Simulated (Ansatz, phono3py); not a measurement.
# NaI (Fm-3m): solver, mesh and scattering choices in phono3py, part 3 of 5

Aim: with force constants in hand, see how mesh, solver, isotopes and boundaries change the conductivity of NaI.

Measurements to reproduce:
- thermal conductivity 1.8 W/m/K near room temperature (given in “Combining the AFLOW GIBBS and Elastic Libraries to efficiently and robustly screen thermo-mechanical properties of solids”, 2017, arXiv:1611.05714)
- thermal conductivity 1.8 W/m/K near room temperature (given in “Predicting the lattice thermal conductivity of solids by solving the Boltzmann transport equation: AFLOW - AAPL an automated, accurate and efficient framework”, 2017, arXiv:1611.05481)

phono3py 4.10.0; DFT LDA, scalar-relativistic, plane waves, PAW; phono3py on Ansatz's force constants.

So far, κ at 300 K (W/m/K): step 2 (relaxation-time solution) 4.04; step 11 (q-mesh of the transport sums 25×25×25) 3.84; step 12 (q-mesh of the transport sums 33×33×33) 3.77; step 14 (boundary mean free path 0.01 micrometre) 1.19; step 15 (boundary mean free path 0.03 micrometre) 1.96.

## Step 16: Direct solution of the linearised equation, third order supercell 3×3×3, supercell 6×6×6

Solving the linearised equation directly keeps the heat that normal processes pass on between modes; it is dearer, so the mesh may be smaller.

File phono3py.yaml:

```yaml
phono3py:
  version: "4.10.0"
  frequency_unit_conversion_factor: 15.633302
  symmetry_tolerance: 1.00000e-05

physical_unit:
  atomic_mass: "AMU"
  length: "angstrom"

space_group:
  type: "Fm-3m"
  number: 225
  Hall_symbol: "-F 4 2 3"

primitive_matrix:
- [  1.000000000000000,  0.000000000000000,  0.000000000000000 ]
- [  0.000000000000000,  1.000000000000000,  0.000000000000000 ]
- [  0.000000000000000,  0.000000000000000,  1.000000000000000 ]

supercell_matrix:
- [   3,   0,   0 ]
- [   0,   3,   0 ]
- [   0,   0,   3 ]

# [primitive_cell block left out]
unit_cell:
  lattice:
  - [     0.000000000000000,     3.130543232700000,     3.130543232700000 ] # a
  - [     3.130543232700000,     0.000000000000000,     3.130543232700000 ] # b
  - [     3.130543232700000,     3.130543232700000,     0.000000000000000 ] # c
  points:
  - symbol: Na # 1
    coordinates: [  0.000000000000000,  0.000000000000000,  0.000000000000000 ]
    mass: 22.989769
    reduced_to: 1
  - symbol: I # 2
    coordinates: [  0.500000000000000,  0.500000000000000,  0.500000000000000 ]
    mass: 126.904470
    reduced_to: 2

# [supercell block left out]
phonon_supercell_matrix:
- [   6,   0,   0 ]
- [   0,   6,   0 ]
- [   0,   0,   6 ]

# [phonon_primitive_cell block left out]
# [phonon_supercell block left out]
nac:
  born_effective_charge:
  - # 1 (Na)
    - [  1.165172882023849,  0.000000000000000,  0.000000000000000 ]
    - [  0.000000000000000,  1.165172882023849,  0.000000000000000 ]
    - [  0.000000000000000,  0.000000000000000,  1.165172882023849 ]
  - # 2 (I)
    - [ -1.165172882023849,  0.000000000000000,  0.000000000000000 ]
    - [  0.000000000000000, -1.165172882023849,  0.000000000000000 ]
    - [  0.000000000000000,  0.000000000000000, -1.165172882023849 ]
  dielectric_constant:
    - [  3.615323588478362,  0.000000000000000,  0.000000000000000 ]
    - [  0.000000000000000,  3.615323588478362,  0.000000000000000 ]
    - [  0.000000000000000,  0.000000000000000,  3.615323588478362 ]
  unit_conversion_factor: 14.399645
```

Started as:

```sh
$ phono3py phono3py.yaml --mesh 17 17 17 --lbte --isotope --ts 100 300
```

The log of the run:

```text
[banner, memory and clock lines left out]
Rust backend (phonors) using rayon (16 threads).
Running in phono3py.load mode.
Spglib version 2.8.0
----------------------------- General settings -----------------------------
Run mode: conductivity-LBTE
HDF5 data compression filter: gzip
Crystal structure was read from "phono3py.yaml".
Supercell (dim): [3 3 3]
Phonon supercell (dim-fc2): [6 6 6]
Primitive matrix:
  [1. 0. 0.]
  [0. 1. 0.]
  [0. 0. 1.]
Spacegroup: Fm-3m (225)
Use -v option to watch primitive cell, unit cell, and supercell structures.
NAC parameters were read from "phono3py.yaml".
fc3 was read from "fc3.hdf5".
fc2 was read from "fc2.hdf5".
----------------------------- Force constants ------------------------------
Max drift of fc3: 0.00000000 (zzz) 0.00000000 (zzz) 0.00000000 (zzz)
Max drift of fc2: -0.00000000 (xx) -0.00000000 (xx)
--------------------------- Calculation settings ---------------------------
Non-analytical term correction (NAC): True
NAC unit conversion factor:  14.39964
BZ integration: Tetrahedron-method
Temperatures: 100.0  300.0
Cutoff frequency: 0.01
Mesh sampling: [ 17 17 17 ]
Generating grid system ... [ 17 17 17 ]
fc3-r2q-transformation over three atoms: True
--------------------------- Phonon calculations ----------------------------
  PRB 50, 13035(R) (1994), PRB 55, 10355 (1997)
  G-cutoff distance: 1.05, Number of G-points: 307, Lambda: 0.21
Running harmonic phonon calculations...
------------------- Lattice thermal conductivity (LBTE) -------------------
Running heat capacity calculations...
Running velocity calculations...
Running isotope scattering calculations with tetrahedron method...
======================= Grid point 0 (1/165) =======================
q-point: ( 0.00  0.00  0.00)
Boundary mean free path (millimeter): 1000.000
Mass variance parameters: 0.00e+00 0.00e+00
Number of triplets: 165
Frequency     group velocity (x, y, z)     |gv|
   0.000   (   0.000    0.000    0.000)    0.000
   0.000   (   0.000    0.000    0.000)    0.000
   0.000   (   0.000    0.000    0.000)    0.000
   3.917   (   0.000    0.000    0.000)    0.000
   3.917   (   0.000    0.000    0.000)    0.000
   3.917   (   0.000    0.000    0.000)    0.000
======================= Grid point 1 (2/165) =======================
q-point: ( 0.06  0.00  0.00)
Boundary mean free path (millimeter): 1000.000
Mass variance parameters: 0.00e+00 0.00e+00
Number of triplets: 489
Frequency     group velocity (x, y, z)     |gv|
   0.304   ( -10.682   10.682   10.682)   18.501
   0.304   ( -10.682   10.682   10.682)   18.501
   0.447   ( -15.669   15.669   15.669)   27.139
   3.910   (   0.433   -0.433   -0.433)    0.751
   3.910   (   0.433   -0.433   -0.433)    0.751
   5.406   (   0.081   -0.081   -0.081)    0.141
[162 grid points left out]
======================= Grid point 1322 (165/165) =======================
q-point: ( 0.71  0.47  0.24)
Boundary mean free path (millimeter): 1000.000
Mass variance parameters: 0.00e+00 0.00e+00
Number of triplets: 1305
Frequency     group velocity (x, y, z)     |gv|
   1.486   (  -0.000    5.559    0.466)    5.578
   1.558   (   0.000   -4.915   -4.399)    6.596
   1.997   (  -0.000    2.827   -0.512)    2.872
   4.074   (   0.000   -0.738    6.098)    6.142
   4.151   (  -0.000    1.953    0.243)    1.968
   4.213   (   0.000   -0.737   -6.587)    6.628
=================== End of collection of collisions ===================
- Collision matrix shape (1, 2, 165, 6, 3, 165, 6, 3)
- Averaging collision matrix elements by phonon degeneracy [0.036s]
- Making collision matrix symmetric (Rust) [0.004s]
Diagonalize by scipy.linalg.lapack.dsyev sum=4.8e+01 d=7.1e-15 [16.569s]
Pinv by ignoring 842/2970 dims under abs(eig)<1.0e-08 (np.dot) [0.008s]
----------- Thermal conductivity (W/m-k) with tetrahedron method -----------
#  T(K)        xx         yy         zz         yz         xz         xy
  100.0      15.002     15.002     15.002     -0.000     -0.000      0.000
  (RTA)      13.851     13.851     13.851     -0.000     -0.000      0.000
Diagonalize by scipy.linalg.lapack.dsyev sum=1.4e+02 d=0.0e+00 [16.063s]
Pinv by ignoring 842/2970 dims under abs(eig)<1.0e-08 (np.dot) [0.009s]
#  T(K)        xx         yy         zz         yz         xz         xy
  300.0       4.322      4.322      4.322     -0.000     -0.000      0.000
  (RTA)       4.041      4.041      4.041     -0.000     -0.000      0.000
Thermal conductivity related properties were written into
"kappa-m171717.hdf5".
Eigenvalues of collision matrix were written into "coleigs-m171717.hdf5"
Summary of calculation was written in "phono3py.yaml".
```

It took 42 s on 16 threads of Intel Xeon 6975P-C (Granite Rapids), shared host; peak memory 0.29 GiB.

This step gave:

| Property | Result |
| --- | --- |
| κ at 300 K | 4.322 W/m/K |
| κ xx, yy, zz at 300 K | 4.322, 4.322, 4.322 W/m/K |

W/m/K. Kappa, by row:

| T (K) | xx | yy | zz | yz | xz | xy | RTA mean |
| --- | --- | --- | --- | --- | --- | --- | --- |
| 100 | 15 | 15 | 15 | 0 | 0 | 0 | 13.85 |
| 300 | 4.322 | 4.322 | 4.322 | 0 | 0 | 0 | 4.041 |

κ at 300 K goes from 4.04 in the base run to 4.32 W/(m K).

## Step 17: Adding coherences, third order supercell 3×3×3, supercell 6×6×6

Close branches can carry heat by tunnelling between them, which the particle picture leaves out.

phono3py.yaml is that of step 16.

Started as:

```sh
$ phono3py phono3py.yaml --mesh 17 17 17 --br --isotope --tt smm19 --ts 100 150 200 300 400 500
```

The log of the run:

```text
[banner, memory and clock lines left out]
Rust backend (phonors) using rayon (16 threads).
Running in phono3py.load mode.
Spglib version 2.8.0
----------------------------- General settings -----------------------------
Run mode: conductivity-RTA
HDF5 data compression filter: gzip
Crystal structure was read from "phono3py.yaml".
Supercell (dim): [3 3 3]
Phonon supercell (dim-fc2): [6 6 6]
Primitive matrix:
  [1. 0. 0.]
  [0. 1. 0.]
  [0. 0. 1.]
Spacegroup: Fm-3m (225)
Use -v option to watch primitive cell, unit cell, and supercell structures.
NAC parameters were read from "phono3py.yaml".
fc3 was read from "fc3.hdf5".
fc2 was read from "fc2.hdf5".
----------------------------- Force constants ------------------------------
Max drift of fc3: 0.00000000 (zzz) 0.00000000 (zzz) 0.00000000 (zzz)
Max drift of fc2: -0.00000000 (xx) -0.00000000 (xx)
--------------------------- Calculation settings ---------------------------
Non-analytical term correction (NAC): True
NAC unit conversion factor:  14.39964
BZ integration: Tetrahedron-method
Temperature:  100.0  150.0  200.0  300.0  400.0 ... 500.0
Cutoff frequency: 0.01
Mesh sampling: [ 17 17 17 ]
Generating grid system ... [ 17 17 17 ]
fc3-r2q-transformation over three atoms: True
Optional transport type: SMM19
--------------------------- Phonon calculations ----------------------------
  PRB 50, 13035(R) (1994), PRB 55, 10355 (1997)
  G-cutoff distance: 1.05, Number of G-points: 307, Lambda: 0.21
Running harmonic phonon calculations...
-------------------- Lattice thermal conductivity (RTA) --------------------
Running heat capacity calculations...
Running velocity calculations...
Running isotope scattering calculations with tetrahedron method...
======================= Grid point 0 (1/165) =======================
q-point: ( 0.00  0.00  0.00)
Boundary mean free path (millimeter): 1000.000
Mass variance parameters: 0.00e+00 0.00e+00
Number of triplets: 165
Frequency     group velocity (x, y, z)     |gv|
   0.000   (   0.000    0.000    0.000)    0.000
   0.000   (   0.000    0.000    0.000)    0.000
   0.000   (   0.000    0.000    0.000)    0.000
   3.917   (   0.000    0.000    0.000)    0.000
   3.917   (   0.000    0.000    0.000)    0.000
   3.917   (   0.000    0.000    0.000)    0.000
======================= Grid point 1 (2/165) =======================
q-point: ( 0.06  0.00  0.00)
Boundary mean free path (millimeter): 1000.000
Mass variance parameters: 0.00e+00 0.00e+00
Number of triplets: 489
Frequency     group velocity (x, y, z)     |gv|
   0.304   ( -10.682   10.682   10.682)   18.501
   0.304   ( -10.682   10.682   10.682)   18.501
   0.447   ( -15.669   15.669   15.669)   27.139
   3.910   (   0.433   -0.433   -0.433)    0.751
   3.910   (   0.433   -0.433   -0.433)    0.751
   5.406   (   0.081   -0.081   -0.081)    0.141
[162 grid points left out]
======================= Grid point 1322 (165/165) =======================
q-point: ( 0.71  0.47  0.24)
Boundary mean free path (millimeter): 1000.000
Mass variance parameters: 0.00e+00 0.00e+00
Number of triplets: 1305
Frequency     group velocity (x, y, z)     |gv|
   1.486   (  -0.000    5.559    0.466)    5.578
   1.558   (   0.000   -4.915   -4.399)    6.596
   1.997   (  -0.000    2.827   -0.512)    2.872
   4.074   (   0.000   -0.738    6.098)    6.142
   4.151   (  -0.000    1.953    0.243)    1.968
   4.213   (   0.000   -0.737   -6.587)    6.628
=================== End of collection of collisions ===================
----------- Thermal conductivity (W/m-k) with tetrahedron method -----------
#          T(K)        xx         yy         zz         yz         xz         xy
K_intra   100.0      13.851     13.851     13.851     -0.000     -0.000      0.000
K_intra   150.0       8.505      8.505      8.505     -0.000     -0.000      0.000
K_intra   200.0       6.192      6.192      6.192     -0.000     -0.000      0.000
K_intra   300.0       4.041      4.041      4.041     -0.000     -0.000      0.000
K_intra   400.0       3.008      3.008      3.008     -0.000     -0.000      0.000
K_intra   500.0       2.398      2.398      2.398     -0.000     -0.000      0.000

K_inter   100.0       0.034      0.034      0.034     -0.000      0.000      0.000
K_inter   150.0       0.038      0.038      0.038     -0.000      0.000      0.000
K_inter   200.0       0.043      0.043      0.043     -0.000      0.000      0.000
K_inter   300.0       0.052      0.052      0.052     -0.000      0.000      0.000
K_inter   400.0       0.059      0.059      0.059     -0.000      0.000      0.000
K_inter   500.0       0.064      0.064      0.064     -0.000      0.000      0.000

K_TOT     100.0      13.884     13.884     13.884     -0.000     -0.000      0.000
K_TOT     150.0       8.543      8.543      8.543     -0.000     -0.000      0.000
K_TOT     200.0       6.235      6.235      6.235     -0.000     -0.000      0.000
K_TOT     300.0       4.092      4.092      4.092     -0.000     -0.000      0.000
K_TOT     400.0       3.066      3.066      3.066     -0.000     -0.000      0.000
K_TOT     500.0       2.462      2.462      2.462     -0.000     -0.000      0.000

Thermal conductivity related properties were written into
"kappa-m171717.hdf5".
Summary of calculation was written in "phono3py.yaml".
```

Elapsed: 7.8 s, on 16 threads; peak memory 0.21 GiB.

Numbers from this step:

```
κ at 300 K            : 4.092 W/m/K
κ xx, yy, zz at 300 K : 4.092, 4.092, 4.092 W/m/K
```

W/m/K. Kappa, by row:

| T (K) | xx | yy | zz | yz | xz | xy | intra mean | inter mean |
| --- | --- | --- | --- | --- | --- | --- | --- | --- |
| 100 | 13.88 | 13.88 | 13.88 | 0 | 0 | 0 | 13.85 | 0.03383 |
| 150 | 8.543 | 8.543 | 8.543 | 0 | 0 | 0 | 8.505 | 0.03793 |
| 200 | 6.235 | 6.235 | 6.235 | 0 | 0 | 0 | 6.192 | 0.04286 |
| 300 | 4.092 | 4.092 | 4.092 | 0 | 0 | 0 | 4.041 | 0.05162 |
| 400 | 3.066 | 3.066 | 3.066 | 0 | 0 | 0 | 3.008 | 0.05853 |
| 500 | 2.462 | 2.462 | 2.462 | 0 | 0 | 0 | 2.398 | 0.06396 |

κ at 300 K goes from 4.04 in the base run to 4.09 W/(m K).

## Step 18: Gaussian smearing, third order supercell 3×3×3, supercell 6×6×6

A Gaussian replaces the tetrahedron method for energy conservation; its width must match the mesh.

phono3py.yaml is that of step 17.

Started as:

```sh
$ phono3py phono3py.yaml --mesh 17 17 17 --br --isotope --sigma 0.05 --ts 100 300
```

The log of the run:

```text
[banner, memory and clock lines left out]
Rust backend (phonors) using rayon (16 threads).
Running in phono3py.load mode.
Spglib version 2.8.0
----------------------------- General settings -----------------------------
Run mode: conductivity-RTA
HDF5 data compression filter: gzip
Crystal structure was read from "phono3py.yaml".
Supercell (dim): [3 3 3]
Phonon supercell (dim-fc2): [6 6 6]
Primitive matrix:
  [1. 0. 0.]
  [0. 1. 0.]
  [0. 0. 1.]
Spacegroup: Fm-3m (225)
Use -v option to watch primitive cell, unit cell, and supercell structures.
NAC parameters were read from "phono3py.yaml".
fc3 was read from "fc3.hdf5".
fc2 was read from "fc2.hdf5".
----------------------------- Force constants ------------------------------
Max drift of fc3: 0.00000000 (zzz) 0.00000000 (zzz) 0.00000000 (zzz)
Max drift of fc2: -0.00000000 (xx) -0.00000000 (xx)
--------------------------- Calculation settings ---------------------------
Non-analytical term correction (NAC): True
NAC unit conversion factor:  14.39964
BZ integration: Smearing=0.05
Temperature:  100.0  300.0
Cutoff frequency: 0.01
Mesh sampling: [ 17 17 17 ]
Generating grid system ... [ 17 17 17 ]
fc3-r2q-transformation over three atoms: True
--------------------------- Phonon calculations ----------------------------
  PRB 50, 13035(R) (1994), PRB 55, 10355 (1997)
  G-cutoff distance: 1.05, Number of G-points: 307, Lambda: 0.21
Running harmonic phonon calculations...
-------------------- Lattice thermal conductivity (RTA) --------------------
Running heat capacity calculations...
Running velocity calculations...
Running isotope scattering calculations sigma=0.05...
======================= Grid point 0 (1/165) =======================
q-point: ( 0.00  0.00  0.00)
Boundary mean free path (millimeter): 1000.000
Mass variance parameters: 0.00e+00 0.00e+00
Number of triplets: 165
Frequency     group velocity (x, y, z)     |gv|
   0.000   (   0.000    0.000    0.000)    0.000
   0.000   (   0.000    0.000    0.000)    0.000
   0.000   (   0.000    0.000    0.000)    0.000
   3.917   (   0.000    0.000    0.000)    0.000
   3.917   (   0.000    0.000    0.000)    0.000
   3.917   (   0.000    0.000    0.000)    0.000
======================= Grid point 1 (2/165) =======================
q-point: ( 0.06  0.00  0.00)
Boundary mean free path (millimeter): 1000.000
Mass variance parameters: 0.00e+00 0.00e+00
Number of triplets: 489
Frequency     group velocity (x, y, z)     |gv|
   0.304   ( -10.682   10.682   10.682)   18.501
   0.304   ( -10.682   10.682   10.682)   18.501
   0.447   ( -15.669   15.669   15.669)   27.139
   3.910   (   0.433   -0.433   -0.433)    0.751
   3.910   (   0.433   -0.433   -0.433)    0.751
   5.406   (   0.081   -0.081   -0.081)    0.141
[162 grid points left out]
======================= Grid point 1322 (165/165) =======================
q-point: ( 0.71  0.47  0.24)
Boundary mean free path (millimeter): 1000.000
Mass variance parameters: 0.00e+00 0.00e+00
Number of triplets: 1305
Frequency     group velocity (x, y, z)     |gv|
   1.486   (  -0.000    5.559    0.466)    5.578
   1.558   (   0.000   -4.915   -4.399)    6.596
   1.997   (  -0.000    2.827   -0.512)    2.872
   4.074   (   0.000   -0.738    6.098)    6.142
   4.151   (  -0.000    1.953    0.243)    1.968
   4.213   (   0.000   -0.737   -6.587)    6.628
=================== End of collection of collisions ===================
----------- Thermal conductivity (W/m-k) for sigma=0.05 -----------
#  T(K)        xx         yy         zz         yz         xz         xy
  100.0      13.130     13.130     13.130     -0.000     -0.000      0.000
  300.0       3.828      3.828      3.828     -0.000     -0.000      0.000

Thermal conductivity related properties and sigma 0.05
were written into "kappa-m171717-s0.05.hdf5".
Summary of calculation was written in "phono3py.yaml".
```

Elapsed: 6.9 s, on 16 threads; peak memory 0.21 GiB.

Numbers from this step:

```yaml
kappa_at_300_k: 3.828 W/m/K
kappa_xx_yy_zz_at_300_k: 3.828, 3.828, 3.828 W/m/K
```

W/m/K. Kappa, by row:

| T (K) | xx | yy | zz | yz | xz | xy |
| --- | --- | --- | --- | --- | --- | --- |
| 100 | 13.13 | 13.13 | 13.13 | 0 | 0 | 0 |
| 300 | 3.828 | 3.828 | 3.828 | 0 | 0 | 0 |

With a width of 0.05 THz κ at 300 K is 3.83 W/(m K), -5.3 % from the tetrahedron value.

For the κ at 300 K, step 2 gave 4.04 W/m/K; this run, with delta function Gaussian and sigma 0.05 THz, gives 3.83 W/m/K (-5 %).

## Step 19: Gaussian smearing, third order supercell 3×3×3, supercell 6×6×6 (run 2)

A Gaussian replaces the tetrahedron method for energy conservation; its width must match the mesh.

phono3py.yaml is that of step 18.

Started as:

```sh
$ phono3py phono3py.yaml --mesh 17 17 17 --br --isotope --sigma 0.2 --ts 100 300
```

The log of the run:

```text
[banner, memory and clock lines left out]
Rust backend (phonors) using rayon (16 threads).
Running in phono3py.load mode.
Spglib version 2.8.0
----------------------------- General settings -----------------------------
Run mode: conductivity-RTA
HDF5 data compression filter: gzip
Crystal structure was read from "phono3py.yaml".
Supercell (dim): [3 3 3]
Phonon supercell (dim-fc2): [6 6 6]
Primitive matrix:
  [1. 0. 0.]
  [0. 1. 0.]
  [0. 0. 1.]
Spacegroup: Fm-3m (225)
Use -v option to watch primitive cell, unit cell, and supercell structures.
[...]
Number of triplets: 1305
Frequency     group velocity (x, y, z)     |gv|
[...]
4.151   (  -0.000    1.953    0.243)    1.968
   4.213   (   0.000   -0.737   -6.587)    6.628
=================== End of collection of collisions ===================
----------- Thermal conductivity (W/m-k) for sigma=0.2 -----------
#  T(K)        xx         yy         zz         yz         xz         xy
  100.0      11.306     11.306     11.306     -0.000     -0.000      0.000
  300.0       3.305      3.305      3.305     -0.000     -0.000      0.000

Thermal conductivity related properties and sigma 0.2
were written into "kappa-m171717-s0.2.hdf5".
Summary of calculation was written in "phono3py.yaml".
```

Elapsed: 7.5 s, on 16 threads; peak memory 0.21 GiB; 71 s of CPU time.

Numbers from this step:

* κ at 300 K: 3.305 W/m/K
* κ xx, yy, zz at 300 K: 3.305, 3.305, 3.305 W/m/K

W/m/K. Kappa, by row:

| T (K) | xx | yy | zz | yz | xz | xy |
| --- | --- | --- | --- | --- | --- | --- |
| 100 | 11.31 | 11.31 | 11.31 | 0 | 0 | 0 |
| 300 | 3.305 | 3.305 | 3.305 | 0 | 0 | 0 |

With a width of 0.2 THz κ at 300 K is 3.31 W/(m K), -18.2 % from the tetrahedron value.

For the κ at 300 K, step 18 gave 3.83 W/m/K; this run, with sigma 0.2 THz, gives 3.31 W/m/K (-14 %).

(Continued in part 4 of 5.)

[Logs are printed without paths, hosts, clocks, repeated set-up lines and the standing remarks that a program may print on its own settings, such as how far it seeks lower states.]

[Hosts, paths, dates, database ids (printed as entryN), source tags and the programs' standing remarks are cut or masked in the printed files.]

[A step with changed settings may run another functional than the one named; its input shows which.]
